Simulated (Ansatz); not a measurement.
# Meshes and cutoff for the phonons of MgS (Niningerite, Fm-3m), part 2 of 2

Wanted: convergence of the phonons of MgS (Niningerite, Fm-3m) against cost.

Ansatz 0.2.0; DFT PBE, scalar-relativistic, plane waves, PAW.

So far. Step 11 (Another k mesh, q mesh 2×2×2): The highest optical mode at the zone centre (no LO-TO term) is 223.7 cm⁻¹, +0.0 cm⁻¹ against the base run. Step 12 (Another k mesh, k-mesh 12×12×12, q mesh 2×2×2): The highest optical mode at the zone centre (no LO-TO term) is 223.8 cm⁻¹, +0.0 cm⁻¹ against the base run. The relaxed cell has a = 5.230 Å (conventional setting).

## (13) The series together

Times are for 4 threads of Arm Neoverse V1, shared host. The series side by side:

| no. | k-mesh | lowest mode on the q mesh (acoustic modes at Γ apart) (cm⁻¹) | highest frequency on the path or at a solved wavevector (cm⁻¹) | time | memory (GiB) |
| --- | --- | --- | --- | --- | --- |
| 1 | 6×6×6 | 125.6 | 388.7 | 9.4 s | 0.44 |
| 2 | 8×8×8 | 125.7 | 388.8 | 16 s | 0.48 |
| 3 | 12×12×12 | 125.7 | 388.9 | 29 s | 0.77 |

The runs together. Phonon density of states against wavenumber; read off at these points; values in 1/cm⁻¹/cell:

| wavenumber (cm⁻¹) | 6×6×6 | 8×8×8 | 12×12×12 |
| --- | --- | --- | --- |
| 2 | 0 | 0 | 0 |
| 22 | 1.1e-4 | 1.1e-4 | 1.1e-4 |
| 38 | 4.4e-4 | 4.3e-4 | 4.3e-4 |
| 58 | 0.00118 | 0.00118 | 0.00118 |
| 78 | 0.00248 | 0.00247 | 0.00247 |
| 92 | 0.00406 | 0.00403 | 0.00403 |
| 112 | 0.00794 | 0.00787 | 0.00786 |
| 132 | 0.0306 | 0.0306 | 0.0306 |
| 148 | 0.032 | 0.0319 | 0.0318 |
| 152 | 0.0373 | 0.0373 | 0.0372 |
| 168 | 0.0407 | 0.0418 | 0.0419 |
| 188 | 0.0290 | 0.0281 | 0.028 |
| 192 | 0.0305 | 0.0307 | 0.0307 |
| 202 | 0.0248 | 0.0249 | 0.0249 |
| 222 | 0.0216 | 0.0219 | 0.0220 |
| 242 | 0.0339 | 0.0336 | 0.0336 |
| 248 | 0.0380 | 0.0374 | 0.0373 |
| 258 | 0.0283 | 0.0287 | 0.0287 |
| 272 | 0.0468 | 0.0461 | 0.0460 |
| 278 | 0.0360 | 0.0363 | 0.0364 |
| 298 | 0.00748 | 0.00752 | 0.00753 |
| 312 | 0.00737 | 0.00738 | 0.00738 |
| 332 | 0.00769 | 0.0077 | 0.0077 |
| 352 | 0.0083 | 0.00829 | 0.00829 |
| 368 | 0.00571 | 0.00569 | 0.00569 |
| 388 | 9.3e-4 | 9.8e-4 | 0.001 |

The runs together, line C_V. The C_V by temperature; values in J/mol-atom/K:

| temperature (K) | 6×6×6 | 8×8×8 = 12×12×12 |
| --- | --- | --- |
| 0 | 0 | 0 |
| 50 | 3.41 | 3.4 |
| 100 | 12.3 | 12.2 |
| 150 | 17.6 | 17.5 |
| 200 | 20.3 | 20.3 |
| 250 | 21.8 | 21.8 |
| 300 | 22.7 | 22.7 |
| 350 | 23.3 | 23.2 |
| 400 | 23.6 | 23.6 |
| 450 | 23.9 | 23.9 |
| 500 | 24.1 | 24.1 |
| 550 | 24.2 | 24.2 |
| 600 | 24.3 | 24.3 |
| 650 | 24.4 | 24.4 |
| 700 | 24.5 | 24.5 |
| 750 | 24.6 | 24.6 |
| 800 | 24.6 | 24.6 |
| 850 | 24.6 | 24.6 |
| 900 | 24.7 | 24.7 |
| 950 | 24.7 | 24.7 |
| 1000 | 24.7 | 24.7 |

## (14) Another cutoff, cutoff 170 eV, q mesh 2×2×2

The cutoff is set to 170 eV on a small fixed q mesh.

input.yaml reads:

```yaml
crystal:
  lattice:
    - [0.0, 2.6148576574, 2.6148576574]
    - [2.6148576574, 0.0, 2.6148576574]
    - [2.6148576574, 2.6148576574, 0.0]
  atoms:
    - { symbol: Mg, position: [0.0, 0.0, 0.0] }
    - { symbol: S, position: [0.5, 0.5, 0.5] }
kpoints:
  mp_grid: { grid: [8, 8, 8] }
hamiltonian:
  xc: pbe
scf:
  occupations: { method: fixed }
output:
  eigenvalues: true
phonons:
  method: dfpt
  qmesh: [2, 2, 2]
  temperatures: { t_max: 1000, t_step: 50 }
  qpath:
    path:
      - [[0.0, 0.0, 0.0], [0.5, 0.0, 0.5], [0.625, 0.25, 0.625]]
      - [[0.375, 0.375, 0.75], [0.0, 0.0, 0.0], [0.5, 0.5, 0.5], [0.5, 0.25, 0.75], [0.5, 0.0, 0.5]]
    npoints: 10
basis:
  ecutwfc: 170
```

Run with:

```sh
> ansatz run input.yaml --threads 4 --pin off --max-ram 7168MiB --backend cpu --events-out ev --progress --plain --runs-dir out
```

Elapsed: 4.3 s, on 4 threads of Arm Neoverse V1, shared host; peak memory 0.38 GiB.

The run finished; it serves as a test, and its numbers are not taken as the result.

## (15) Another cutoff, cutoff 230 eV, q mesh 2×2×2

The cutoff is set to 230 eV on a small fixed q mesh.

Changes to input.yaml since step 14:

```diff
@@ -26,2 +26,2 @@
 basis:
-  ecutwfc: 170
+  ecutwfc: 230
```

Run time: 5.7 s. Hardware: 4 threads; peak memory 0.41 GiB.

The run finished; it serves as a test, and its numbers are not taken as the result.

## (16) Another cutoff, cutoff 290 eV, q mesh 2×2×2

The cutoff is set to 290 eV on a small fixed q mesh.

Changes to input.yaml since step 15:

```diff
@@ -26,2 +26,2 @@
 basis:
-  ecutwfc: 230
+  ecutwfc: 290
```

Wall time 7.4 s (4 threads); peak memory 0.46 GiB.

The run finished; it serves as a test, and its numbers are not taken as the result.

## (17) Another cutoff, cutoff 360 eV, q mesh 2×2×2

The cutoff is set to 360 eV on a small fixed q mesh.

Changes to input.yaml since step 16:

```diff
@@ -26,2 +26,2 @@
 basis:
-  ecutwfc: 290
+  ecutwfc: 360
```

Elapsed: 8.2 s, on 4 threads; peak memory 0.48 GiB.

The highest optical mode at the zone centre (no LO-TO term) is 223.8 cm⁻¹, +0.1 cm⁻¹ against the base run.

## (18) Another cutoff, cutoff 550 eV, q mesh 2×2×2

The cutoff is set to 550 eV on a small fixed q mesh.

Changes to input.yaml since step 17:

```diff
@@ -26,2 +26,2 @@
 basis:
-  ecutwfc: 360
+  ecutwfc: 550
```

It took 14 s on 4 threads; peak memory 0.56 GiB; 53 s of CPU time.

The highest optical mode at the zone centre (no LO-TO term) is 223.7 cm⁻¹, -0.0 cm⁻¹ against the base run.

## (19) Summary of results

```json
{
 "mean frequency, q mesh 2×2×2": "216 cm⁻¹",
 "mean frequency, q mesh 3×3×3": "216 cm⁻¹",
 "mean frequency, q mesh 6×6×6": "216 cm⁻¹",
 "highest optical mode at the zone centre (no LO-TO term), k-mesh 2×2×2": "186 cm⁻¹",
 "highest optical mode at the zone centre (no LO-TO term), k-mesh 4×4×4": "221 cm⁻¹",
 "highest optical mode at the zone centre (no LO-TO term), k-mesh 6×6×6": "224 cm⁻¹",
 "highest optical mode at the zone centre (no LO-TO term), k-mesh 8×8×8": "224 cm⁻¹",
 "highest optical mode at the zone centre (no LO-TO term), k-mesh 12×12×12": "224 cm⁻¹",
 "highest optical mode at the zone centre (no LO-TO term), cutoff 170 eV": "184 cm⁻¹",
 "highest optical mode at the zone centre (no LO-TO term), cutoff 230 eV": "226 cm⁻¹",
 "highest optical mode at the zone centre (no LO-TO term), cutoff 290 eV": "224 cm⁻¹",
 "highest optical mode at the zone centre (no LO-TO term), cutoff 360 eV": "224 cm⁻¹",
 "highest optical mode at the zone centre (no LO-TO term), cutoff 550 eV": "224 cm⁻¹"
}
```

**Reading.** Over the whole q mesh series, coarse runs included, the mean frequency runs from 215.9 to 216.5 cm⁻¹; from 2×2×2 on it stays within 0.6 cm⁻¹ of the finest run (6×6×6), against a tolerance of 2.2. The k mesh changes along this series too, so part of the change is its. Over the whole k mesh series, coarse runs included, the lowest mode on the q mesh (acoustic modes at Γ apart) runs from -175.4 to 125.7 cm⁻¹; from 6×6×6 on all solved modes stay within 1.0 cm⁻¹ of the finest run (12×12×12), against a tolerance of 3.6. Over the whole cutoff series, coarse runs included, the lowest mode on the q mesh (acoustic modes at Γ apart) runs from -47.8 to 125.7 cm⁻¹; from 290 eV on all solved modes stay within 0.2 cm⁻¹ of the finest run (550 eV), against a tolerance of 3.6. All runs share the cell relaxed at the base settings, which is not exactly at rest under another k mesh or cutoff. These are harmonic frequencies at zero temperature: anharmonic shifts, linewidths and thermal expansion are left out.

[Logs are printed without paths, hosts, clocks, repeated set-up lines and the standing remarks that a program may print on its own settings, such as how far it seeks lower states.]

[Hosts, paths, dates, database ids (printed as entryN), source tags and the programs' standing remarks are cut or masked in the printed files.]
